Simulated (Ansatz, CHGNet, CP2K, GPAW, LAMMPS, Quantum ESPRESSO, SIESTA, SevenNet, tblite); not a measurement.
# Running glassy 76SiO2-24K2O (mol %) (114 atoms) with SIESTA

Aim: run glassy 76SiO2-24K2O (mol %) (114 atoms) in SIESTA and see how near its forces come to a plane-wave reference, and at what cost.

Method: the method is named at each step, in SIESTA 5.4.2.

## (1) The system as given

The cell holds 114 atoms: 29 Si, 18 K and 67 O. Its edges and angles: a = 12.299 Å, b = 12.299 Å, c = 12.299 Å, α = 90.0°, β = 90.0°, γ = 90.0°. 114 atoms (29 Si, 18 K, 67 O) placed at random at 2.38 g/cm³, melted at 4000 K for 10 ps at fixed volume with the Morse and Coulomb pair potential with partial charges (Pedone, Malavasi, Menziani, Cormack and Segre, J. Phys. Chem. B 110, 11780 (2006)). Quenched from 4000 K to 300 K at 25 K/ps and fixed volume, held 10 ps at zero pressure, then minimised at fixed cell.

The yardstick, on the same geometry:

- method: Kohn-Sham DFT, PBE, PAW, plane waves (Ansatz 0.2.0); cutoff 420 eV, Γ point, fermi-dirac smearing of 0.05 eV; PAW set soft_2
- r.m.s. force component: 0.9849 eV/Å
- longest force: 3.829 eV/Å
- pressure: 4.588 GPa
- gap (highest filled to lowest empty level): 2.135 eV
- SCF cycles: 9
- time: 38 s on 4 threads of Arm Neoverse V1, shared host
- CPU time: 2.4 min

## (2) PBE, DZP, shift 0.01 Ry, mesh 500 Ry

Method: Kohn-Sham DFT, PBE, PseudoDojo 0.4.1 norm-conserving pseudopotentials (converted to PSML), numerical atomic orbitals (DZP), diagonalisation.

The .psml files are PseudoDojo norm-conserving potentials that we converted to this format, checked against plane waves on the same files for H, C, O, Si, Ge and Ca alone.

Input file input.fdf:

```
SystemLabel cell
NumberOfAtoms 114
NumberOfSpecies 3
%block ChemicalSpeciesLabel
  1 14 Si
  2 19 K
  3 8 O
%endblock ChemicalSpeciesLabel
LatticeConstant 1.0 Ang
%block LatticeVectors
  12.29903 0.00000 0.00000
  0.00000 12.29903 0.00000
  0.00000 0.00000 12.29903
%endblock LatticeVectors
PAO.BasisSize DZP
PAO.EnergyShift 0.01 Ry
XC.Functional GGA
XC.Authors PBE
MeshCutoff 500 Ry
%block kgrid_Monkhorst_Pack
  1 0 0 0.0
  0 1 0 0.0
  0 0 1 0.0
%endblock kgrid_Monkhorst_Pack
SolutionMethod diagon
OccupationFunction FD
ElectronicTemperature 580 K
SCF.Mixer.Method Pulay
SCF.Mixer.Weight 0.15
SCF.Mixer.History 8
SCF.Mix Hamiltonian
MaxSCFIterations 300
SCF.DM.Tolerance 1e-04
SCF.H.Tolerance 1.0e-3 eV
WriteForces T
Write.HirshfeldPop T
Write.VoronoiPop T
Write.DM F
Write.H F
XML.Write F
AtomicCoordinatesFormat Fractional
%block AtomicCoordinatesAndAtomicSpecies
  0.58402 0.63290 0.39146 1
  0.11988 0.97684 0.33943 1
  0.01006 0.78031 0.45872 1
  0.36591 0.09351 0.61464 1
  0.37912 0.46184 0.85818 1
  0.16153 0.33148 0.86432 1
  0.29324 0.14863 0.98352 1
  0.50178 0.51206 0.19957 1
  0.37832 0.69907 0.51213 1
  0.99107 0.26535 0.68137 1
  0.15704 0.16511 0.51194 1
  0.11656 0.98429 0.08238 1
  0.53787 0.14331 0.92262 1
  0.74009 0.02777 0.42176 1
  0.96990 0.50256 0.62246 1
  0.41612 0.71433 0.90317 1
  0.08145 0.37604 0.10278 1
  0.48634 0.06862 0.38093 1
  0.50068 0.28632 0.71075 1
  0.44736 0.31965 0.06541 1
  0.35437 0.86128 0.31699 1
  0.63709 0.63760 0.01360 1
  0.90095 0.47542 0.24439 1
  0.44973 0.86901 0.69533 1
  0.25833 0.76987 0.10202 1
  0.24339 0.54605 0.21009 1
  0.79856 0.66688 0.51439 1
  0.70658 0.86876 0.63191 1
  0.09491 0.54532 0.40891 1
  0.60005 0.88971 0.16630 2
  0.95846 0.00383 0.62373 2
  0.75227 0.34260 0.48288 2
  0.96517 0.24546 0.36784 2
  0.25780 0.41621 0.61018 2
  0.65422 0.24563 0.23403 2
  0.90246 0.11299 0.17496 2
  0.72242 0.14176 0.67101 2
  0.63049 0.53654 0.70385 2
  0.67814 0.86317 0.89736 2
  0.84522 0.05400 0.89287 2
  0.77753 0.78123 0.25670 2
  0.24962 0.20804 0.25986 2
  0.92590 0.75823 0.76832 2
  0.17066 0.68161 0.70858 2
  0.42348 0.35045 0.41657 2
  0.88101 0.47620 0.91542 2
  0.93745 0.73564 0.10199 2
  0.58394 0.31710 0.62266 3
  0.20636 0.66099 0.15614 3
  0.61560 0.07303 0.40045 3
  0.09339 0.36275 0.97111 3
  0.39632 0.79779 0.59987 3
  0.99994 0.48269 0.33905 3
  0.53896 0.24050 0.01592 3
  0.82496 0.37721 0.27198 3
  0.16547 0.85850 0.07880 3
[... 54 atom lines left out ...]
  0.97457 0.44808 0.13182 3
  0.20193 0.53006 0.33350 3
  0.87014 0.57152 0.56819 3
  0.07252 0.26570 0.16234 3
%endblock AtomicCoordinatesAndAtomicSpecies
```

Command:

```bash
$ OMP_NUM_THREADS=1 mpirun -np 4 siesta < input.fdf > output.txt
```

What it wrote:

```text
Version         : 5.4.2
reinit: System Name:
reinit: System Label: cell
initatom: Reading input for the pseudopotentials and atomic orbitals ----------
Species number:   1 Atomic number:   14 Label: Si
Species number:   2 Atomic number:   19 Label: K
Species number:   3 Atomic number:    8 Label: O
Ground state valence configuration (from tables):   3s02  3p02  3d00  4f00
Ground state valence configuration (from tables):   4s01  4p00  3d00  4f00
Ground state valence configuration (from tables):   2s02  2p04  3d00  4f00
---- Processing specs for species: Si
GGA--PBE XC_GGA_X_PBE--XC_GGA_C_PBE pb
---- Processing specs for species: K
GGA--PBE XC_GGA_X_PBE--XC_GGA_C_PBE pb
Semicore shell(s) with  8 electrons included in the valence for K
---- Processing specs for species: O
GGA--PBE XC_GGA_X_PBE--XC_GGA_C_PBE pb
Semicore shell(s): 3s 3p
Fallback to non-perturbative polarization scheme for K
Please see the manual if this is not desired in principle
Si pseudopotential only contains V_ls up to l=2 -- lmxkb reset.
O pseudopotential only contains V_ls up to l=2 -- lmxkb reset.
Using PAO.SplitTailNorm
%block ChemicalSpeciesLabel
    1   14 Si                      # Species index, atomic number, species label
    2   19 K                       # Species index, atomic number, species label
    3    8 O                       # Species index, atomic number, species label
%endblock ChemicalSpeciesLabel
%block PAO.Basis                 # Define Basis set
Si                    2                    # Species label, number of l-shells
 n=3   0   2                         # n, l, Nzeta
   5.392      3.847
   1.000      1.000
 n=3   1   2 P   1                   # n, l, Nzeta, Polarization, NzetaPol
   6.844      4.952
[...]
K                     4                    # Species label, number of l-shells
 n=3   0   1                         # n, l, Nzeta
   3.476
   1.000
 n=4   0   2                         # n, l, Nzeta
[...]
n=3   1   1                         # n, l, Nzeta
   4.065
   1.000
 n=4   1   1                         # n, l, Nzeta
  10.012
   1.000
O                     2                    # Species label, number of l-shells
 n=2   0   2                         # n, l, Nzeta
[...]
n=2   1   2 P   1                   # n, l, Nzeta, Polarization, NzetaPol
   4.300      2.782
   1.000      1.000
%endblock PAO.Basis
coor:   Atomic-coordinates input format  =     Fractional
siesta: System type = bulk
initatomlists: Number of atoms, orbitals, and projectors:    114  1410  1717
siesta: ******************** Simulation parameters ****************************
Total number of electrons:   680.000000
Total ionic charge:   680.000000
 Kpoints in:            1 . Kpoints trimmed:            1
siesta: k-grid: Number of k-points = 1
siesta: k-points from Monkhorst-Pack grid
siesta: k-cutoff (effective) =     6.150 Ang
siesta: k-point supercell and displacements
siesta: k-grid:     1     0     0      0.000
siesta: k-grid:     0     1     0      0.000
siesta: k-grid:     0     0     1      0.000
                     ====================================
                        Single-point calculation
                     ====================================
outcell: Unit cell vectors (Ang):
       12.299030    0.000000    0.000000
        0.000000   12.299030    0.000000
        0.000000    0.000000   12.299030
outcell: Cell vector modules (Ang)   :   12.299030   12.299030   12.299030
outcell: Cell angles (23,13,12) (deg):     90.0000     90.0000     90.0000
outcell: Cell volume (Ang**3)        :   1860.4268
Gamma-point calculation with interaction between periodic images
Gamma-point calculation with interaction between periodic images
Some features might not work optimally:
Some features might not work optimally:
e.g. DM initialization from atomic data
e.g. DM initialization from atomic data
new_DM -- step:     1
Initializing Density Matrix...
Attempting to read DM from file... Failed...
DM filled with atomic data:
InitMesh: MESH = 180 x 180 x 180 = 5832000
InitMesh: Mesh cutoff (required, used) =   500.000   591.978 Ry
stepf: Fermi-Dirac step function
        iscf     Eharris(eV)        E_KS(eV)     FreeEng(eV)     dDmax    Ef(eV) dHmax(eV)
   scf:    1   -47952.610890   -48191.450103   -48191.450103  1.695193 -5.458106 15.173615
   scf:    2   -48295.363626   -48247.584290   -48247.584290  0.112504 -5.759339  9.646014
   scf:    3   -48289.178417   -48282.186433   -48282.186433  0.232156 -4.347533  2.131395
[...]
scf:   11   -48283.535493   -48283.535486   -48283.535494  0.000307 -4.364904  0.001248
   scf:   12   -48283.535488   -48283.535487   -48283.535495  0.000074 -4.364783  0.000444
SCF Convergence by DM+H criterion
max |DM_out - DM_in|         :     0.0000739731
max |H_out - H_in|      (eV) :     0.0004436996
SCF cycle converged after 12 iterations
Using DM_out to compute the final energy and forces
siesta: E_KS(eV) =           -48283.5355
siesta: E_KS - E_eggbox =    -48283.5355
siesta: Atomic forces (eV/Ang):
     1   -1.471980    2.668176   -0.402997
     2    1.983725   -1.648831    0.584104
     3    0.264680   -1.345034    1.705579
[...]
113   -1.163502   -1.047886    0.141733
   114   -0.141911   -2.702073    1.036371
----------------------------------------
   Tot    0.006794    0.005026   -0.005088
----------------------------------------
   Max    3.397733
   Res    1.144260    sqrt( Sum f_i^2 / 3N )
----------------------------------------
   Max    3.397733    constrained
Stress tensor Voigt[x,y,z,yz,xz,xy] (kbar):      -70.15      -63.81      -67.57       -0.69       -4.71        8.10
(Free)E + p*V (eV/cell)   -48205.5328
Target enthalpy (eV/cell)   -48283.5355
siesta: Program's energy decomposition (eV):
siesta: Ebs     =    -10727.171587
siesta: Eions   =     77353.015766
siesta: Ena     =     16417.608566
siesta: Ekin    =     27205.810015
siesta: Enl     =     -2527.440504
siesta: DEna    =        88.162656
siesta: DUscf   =        49.971844
siesta: Ex      =    -11327.360968
siesta: Ec      =      -837.271331
siesta: Exc     =    -12164.632298
siesta: Eharris =    -48283.535488
siesta: Etot    =    -48283.535487
siesta: FreeEng =    -48283.535495
siesta: Final energy (eV):
siesta:  Band Struct. =  -10727.171587
siesta:       Kinetic =   27205.810015
siesta:       Hartree =   18839.204719
siesta:         Exch. =  -11327.360968
siesta:         Corr. =    -837.271331
siesta:   Exch.-corr. =  -12164.632298
siesta:  Ion-electron =  -62673.563706
siesta:       Ion-ion =  -19490.354216
siesta:         Total =  -48283.535487
siesta:         Fermi =      -4.364783
siesta: Stress tensor (static) (eV/Ang**3):
siesta:    -0.043786    0.005054   -0.002940
siesta:     0.005054   -0.039824   -0.000432
siesta:    -0.002940   -0.000432   -0.042172
siesta: Cell volume =       1860.426781 Ang**3
siesta: Pressure (static):
siesta:                Solid            Molecule  Units
siesta:           0.00045665          0.00041000  Ry/Bohr**3
siesta:           0.04192734          0.03764478  eV/Ang**3
siesta:          67.17499802         60.31358436  kBar
    Orbital volume contribution        =          70.179862 eV
    (Free)E + p_basis*V_orbitals       =      -48213.355633 eV
    (Free)Eharris+ p_basis*V_orbitals  =      -48213.355634 eV
Hirshfeld Atomic Populations:
Atom #   charge [q] valence [e]  Species
     1     0.348971    3.651029  Si
     2     0.444770    3.555230  Si
     3     0.369009    3.630991  Si
[...]
28     0.354384    3.645616  Si
    29     0.454604    3.545396  Si
    30     0.374022    8.625978  K
    31     0.327455    8.672545  K
    32     0.373882    8.626118  K
[...]
46     0.408140    8.591860  K
    47     0.426113    8.573887  K
    48    -0.384276    6.384276  O
    49    -0.212827    6.212827  O
    50    -0.210680    6.210680  O
[...]
113    -0.190987    6.190987  O
   114    -0.414542    6.414542  O
--------------------
 Total     0.000005
```

Wall time 2.9 min (4 MPI ranks of Arm Neoverse V1, shared host); peak memory 4 GiB.

Banners and routine set-up lines are dropped from the logs; longer cuts are marked.

Against the reference:

| Item | Value |
| --- | --- |
| r.m.s. force component | 1.144 eV/Å |
| r.m.s. difference of force components | 203 meV/Å |
| longest difference of force vectors | 919.1 meV/Å |
| force difference over r.m.s. force | 20.61 % |
| slope of forces against the reference's | 1.154 |
| correlation of force components | 0.993 |
| gap (highest filled to lowest empty level) | 1.283 eV |
| gap difference | -0.8526 eV |
| pressure | 6.718 GPa |
| pressure difference | 2.13 GPa |

Length of the force difference by element (eV/Å):

```
element  atoms  mean  most
      K     18  0.28  0.56
      O     67  0.34  0.92
     Si     29  0.21  0.52
```

Levels nearest the highest filled one (eV from it): -1.27, -1.24, -1.17, -1.15, -1.12, -1.05, -0.85, -0.81, -0.71, -0.51, -0.22, 0.00, 1.28, 2.21, 2.74, 3.26, 3.33, 3.44, 3.72, 3.92, 4.20, 4.27, 4.37, 4.47.

The surroundings of K46, picked at random, nearest first, numbered as they follow in the input and with coordinates relative to it.

```
atom      x      y      z  distance (Å)  bonds  Hirshfeld charge (e)     Fx     Fy  Fz (eV/Å)
 K46   0.00   0.00   0.00          0.00      4                  0.41  -0.08  -0.36       0.27
 O84  -2.49   1.05   0.06          2.70      3                 -0.44   0.93  -1.41      -1.82
O103   1.43   0.94  -2.22          2.80      4                 -0.41   0.61   1.09       2.49
O111   1.15  -0.35   2.66          2.92      3                 -0.24  -0.32   0.80      -1.89
 O51   2.61  -1.40   0.68          3.04      3                 -0.21  -1.08   0.89      -1.01
Si17   2.47  -1.23   2.30          3.59      4                  0.32  -0.22   0.56       1.35
 O60   0.67  -1.24  -3.47          3.75      3                 -0.20  -1.50  -0.65      -0.89
Si15   1.09   0.32  -3.60          3.78      4                  0.36   0.49   0.86      -0.80
 O98   2.56  -2.03  -1.91          3.79      3                 -0.19   0.31   0.50      -0.67
Si22  -3.00   1.99   1.21          3.79      4                  0.28  -0.44  -1.25      -0.61
```

Forces lie 21 % from the reference's, at 4.9 times its CPU time.

## (3) PBE, SZP, shift 0.01 Ry, mesh 500 Ry

Method: Kohn-Sham DFT, PBE, PseudoDojo 0.4.1 norm-conserving pseudopotentials (converted to PSML), numerical atomic orbitals (SZP), diagonalisation.

input.fdf, as its differences from that of step 2:

```diff
@@ -14,3 +14,3 @@
 %endblock LatticeVectors
-PAO.BasisSize DZP
+PAO.BasisSize SZP
 PAO.EnergyShift 0.01 Ry
```

Command:

```bash
$ OMP_NUM_THREADS=1 mpirun -np 2 siesta < input.fdf > output.txt
```

What it wrote:

```text
Version         : 5.4.2
reinit: System Name:
reinit: System Label: cell
initatom: Reading input for the pseudopotentials and atomic orbitals ----------
Species number:   1 Atomic number:   14 Label: Si
Species number:   2 Atomic number:   19 Label: K
Species number:   3 Atomic number:    8 Label: O
Ground state valence configuration (from tables):   3s02  3p02  3d00  4f00
[... lines left out ...]
        iscf     Eharris(eV)        E_KS(eV)     FreeEng(eV)     dDmax    Ef(eV) dHmax(eV)
[... lines left out ...]
SCF Convergence by DM+H criterion
[... lines left out ...]
SCF cycle converged after 13 iterations
[... lines left out ...]
   Max    3.872032
[... lines left out ...]
   Max    3.872032    constrained
Stress tensor Voigt[x,y,z,yz,xz,xy] (kbar):     -108.35     -102.71     -105.41       -0.23       -3.07        8.39
[... lines left out ...]
siesta: FreeEng =    -48250.483618
[... lines left out ...]
siesta:         Fermi =      -4.230580
[... lines left out ...]
siesta:           0.06584087          0.06097168  eV/Ang**3
siesta:         105.48870044         97.68740101  kBar
    Orbital volume contribution        =          57.992094 eV
    (Free)E + p_basis*V_orbitals       =      -48192.491523 eV
    (Free)Eharris+ p_basis*V_orbitals  =      -48192.491524 eV
Hirshfeld Atomic Populations:
Atom #   charge [q] valence [e]  Species
     1     0.346837    3.653163  Si
     2     0.444049    3.555951  Si
     3     0.366888    3.633112  Si
[...]
28     0.352619    3.647381  Si
    29     0.454950    3.545050  Si
    30     0.375663    8.624337  K
    31     0.333223    8.666777  K
    32     0.380965    8.619035  K
[...]
46     0.405757    8.594243  K
    47     0.427496    8.572504  K
    48    -0.372102    6.372102  O
    49    -0.217901    6.217901  O
    50    -0.220230    6.220230  O
[...]
113    -0.198439    6.198439  O
   114    -0.403190    6.403190  O
--------------------
 Total    -0.000001
```

Elapsed: 4.5 min, on 2 MPI ranks; peak memory 3.2 GiB.

Against the reference:

```
r.m.s. force component                           : 1.298 eV/Å
r.m.s. difference of force components            : 397.8 meV/Å
longest difference of force vectors              : 1443 meV/Å
force difference over r.m.s. force               : 40.39 %
slope of forces against the reference's          : 1.287
correlation of force components                  : 0.9766
gap (highest filled to lowest empty level) : 1.091 eV
gap difference                                   : -1.045 eV
pressure                                         : 10.55 GPa
pressure difference                              : 5.961 GPa
```

This is a coarse setting, run to see what it loses.

Against the first run (21 %), the force difference from the reference is 40 %, at 0.78 times the CPU time (on 2 against 4 cores), with 1008 basis functions against 1410: the smaller basis costs accuracy.

(Continued in part 2 of 2.)

[Long decimals in the printed logs are rounded to 6 places.]

[Also dropped from logs without a mark: lines with file paths, logging warnings of Python, QE's lines on negative density and diagonalisation, SIESTA's first energy breakdown, zero terms and Voronoi charges.]

[Logs are printed without paths, hosts, clocks, repeated set-up lines and the standing remarks that a program may print on its own settings, such as how far it seeks lower states.]

[Hosts, paths, dates, database ids (printed as entryN), source tags and the programs' standing remarks are cut or masked in the printed files.]

[Most failed runs of this program on this cell are left out, timed-out ones always.]
